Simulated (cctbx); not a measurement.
## X-rays or neutrons for the lightest atoms?

Cell a = 4.3400 Å, b = 4.3400 Å, c = 21.1390 Å, α = 90.00°, β = 90.00°, γ = 90.00°; space group P4/mmm (no. 123); content Tm5 Ti15 B4. The heavier atoms are placed; B is still missing.

The data are simulated with cctbx, not measured: Mo Kα, λ = 0.71073 Å, to d = 0.84 Å, 50 % of the full sphere, strongest reflection 40000 counts, noise from counting, a 4 % proportional error and a noise floor of 8 counts (s.d.); no absorption.

Refinement without B (map in e/Å³):

```text
Rint 0.032, 281 unique reflections to 0.84 A
cycle     R1     wR2    GooF  max shift (A)
   1  0.1362  0.3910   9.091   0.03722
   3  0.0391  0.0853   1.985   0.00008
final R1 0.0391 wR2 0.0853 GooF 1.985  parameters 15  data/parameter 18.7
atom        x        y        z      Ueq    occ   su(xyz)  su(Uiso or U11)
Tm1    0.00000  0.00000  0.70023   0.0079  1.000  0.00008  0.0004
Tm2    0.00000  0.00000  0.50000   0.0093  1.000  0.00000  0.0006
Tm3    0.00000  0.00000  0.09673   0.0087  1.000  0.00005  0.0005
Ti1    0.00000  0.50000  0.79894   0.0135  1.000  0.00010  0.0008
Ti2    0.00000  0.50000  0.60036   0.0140  1.000  0.00010  0.0008
Ti3    0.00000  0.50000  0.00000   0.0137  1.000  0.00000  0.0009
Ti4    0.50000  0.50000  0.70417   0.0116  1.000  0.00037  0.0010
Ti5    0.50000  0.50000  0.50000   0.0131  1.000  0.00000  0.0025
Ti6    0.50000  0.50000  0.09407   0.0122  1.000  0.00023  0.0018
difference map: max 9.50 min -1.51 rms 0.48
Q1    0.5000  0.5000  0.3994    2    9.53  2.13 A from Ti5
Q2    0.5000  0.5000  0.1946    2    8.86  2.12 A from Ti6
Q3    0.0000  0.0000  0.5000    1    1.66  0.00 A from Tm2
Q4    0.5000  0.5000  0.0205    2    1.45  1.56 A from Ti6
Q5    0.5000  0.5000  0.1297    2    1.35  0.75 A from Ti6
Q6    0.0000  0.0000  0.1344    2    1.28  0.80 A from Tm3
Q7    0.0000  0.1631  0.3301    8    1.22  0.96 A from Tm1
Q8    0.2110  0.5000  0.0000    4    1.18  0.92 A from Ti3
```

The data are simulated with cctbx, not measured: neutrons of λ = 1.17 Å, to d = 0.8 Å, 50 % of the full sphere, strongest reflection 5000 counts, noise from counting, a 4 % proportional error and a noise floor of 8 counts (s.d.); no absorption.

Refinement without B (map in fm/Å³; only maxima are listed):

```text
Rint 0.049, 309 unique reflections to 0.80 A
cycle     R1     wR2    GooF  max shift (A)
   1  0.4899  0.6829  13.369   0.06173
   8  0.3897  0.6173  12.085   0.01457
final R1 0.3808 wR2 0.6164 GooF 12.068  parameters 15  data/parameter 20.6
atom        x        y        z      Ueq    occ   su(xyz)  su(Uiso or U11)
Tm1    0.00000  0.00000  0.70276   0.0021  1.000  0.00086  0.0046
Tm2    0.00000  0.00000  0.50000   0.0001  1.000  0.00000  0.0054
Tm3    0.00000  0.00000  0.09622   0.0046  1.000  0.00091  0.0047
Ti1    0.00000  0.50000  0.80014   0.0038  1.000  0.00176  0.0070
Ti2    0.00000  0.50000  0.60020   0.0063  1.000  0.00206  0.0066
Ti3    0.00000  0.50000  0.00000   0.0045  1.000  0.00000  0.0098
Ti4    0.50000  0.50000  0.69750   0.0003  1.000  0.00178  0.0068
Ti5    0.50000  0.50000  0.50000   0.8480  1.000  0.00000  3.8894
Ti6    0.50000  0.50000  0.09508   0.0001  1.000  0.00157  0.0076
difference map: max 30.59 min -12.70 rms 1.65
Q1    0.5000  0.5000  0.1976    2   31.26  2.17 A from Ti6
Q2    0.5000  0.5000  0.3992    2   30.68  2.05 A from Ti4
Q3    0.5000  0.5000  0.0000    1   25.20  2.01 A from Ti6
Q4    0.0000  0.0000  0.5000    1   21.58  0.00 A from Tm2
Q5    0.0000  0.0000  0.2964    2   13.89  0.02 A from Tm1
Q6    0.0000  0.0000  0.0953    2   12.80  0.02 A from Tm3
Q7    0.5000  0.5000  0.4617    2    7.60  0.81 A from Ti5
Q8    0.0000  0.0000  0.1552    2    7.59  1.25 A from Tm3
```

**Question.** Where is B, and which data fix it better?

B sits at (1/2, 1/2, 0.8067) and (1/2, 1/2, 0.6015). Adding it takes R1 from 0.039 to 0.018 with X-rays and from 0.381 to 0.027 with neutrons. Its largest coordinate s.u. is 0.00060 with X-rays and 0.00010 with neutrons, so neutrons fix it better in these data. In the X-ray map Q1 and Q2 mark it. In the neutron map Q1 and Q2 mark it.

Final neutron refinement:

```text
Rint 0.049, 309 unique reflections to 0.80 A
cycle     R1     wR2    GooF  max shift (A)
   1  0.1259  0.2781   5.481   0.02606
   2  0.0266  0.0487   0.960   0.00005
final R1 0.0266 wR2 0.0487 GooF 0.960  parameters 19  data/parameter 16.3
atom        x        y        z      Ueq    occ   su(xyz)  su(Uiso or U11)
Tm1    0.00000  0.00000  0.70036   0.0078  1.000  0.00006  0.0003
Tm2    0.00000  0.00000  0.50000   0.0097  1.000  0.00000  0.0004
Tm3    0.00000  0.00000  0.09674   0.0087  1.000  0.00005  0.0003
Ti1    0.00000  0.50000  0.79876   0.0143  1.000  0.00011  0.0004
Ti2    0.00000  0.50000  0.60014   0.0152  1.000  0.00011  0.0004
Ti3    0.00000  0.50000  0.00000   0.0151  1.000  0.00000  0.0006
Ti4    0.50000  0.50000  0.70393   0.0116  1.000  0.00012  0.0004
Ti5    0.50000  0.50000  0.50000   0.0120  1.000  0.00000  0.0007
Ti6    0.50000  0.50000  0.09425   0.0136  1.000  0.00010  0.0005
B1     0.50000  0.50000  0.80690   0.0222  1.000  0.00008  0.0004
B2     0.50000  0.50000  0.60135   0.0207  1.000  0.00010  0.0004
difference map: max 0.60 min -0.35 rms 0.09
Q1    0.5000  0.5000  0.0163    2    0.60  1.65 A from Ti6
Q2    0.5000  0.5000  0.4574    2    0.41  0.90 A from Ti5
Q3    0.0000  0.0000  0.2134    2    0.34  1.82 A from Tm1
Q4    0.0000  0.0000  0.1640    2    0.31  1.42 A from Tm3
Q5    0.1451  0.1451  0.1505    8    0.30  1.44 A from Tm3
Q6    0.0000  0.5000  0.3258    4    0.30  1.57 A from Ti2
```

This is a model crystal, built by substitution and not relaxed, with assumed displacement parameters.

[Middle refinement cycles are left out of these outputs.]

[Logs are printed without paths, hosts, clocks, repeated set-up lines and the standing remarks that a program may print on its own settings, such as how far it seeks lower states.]
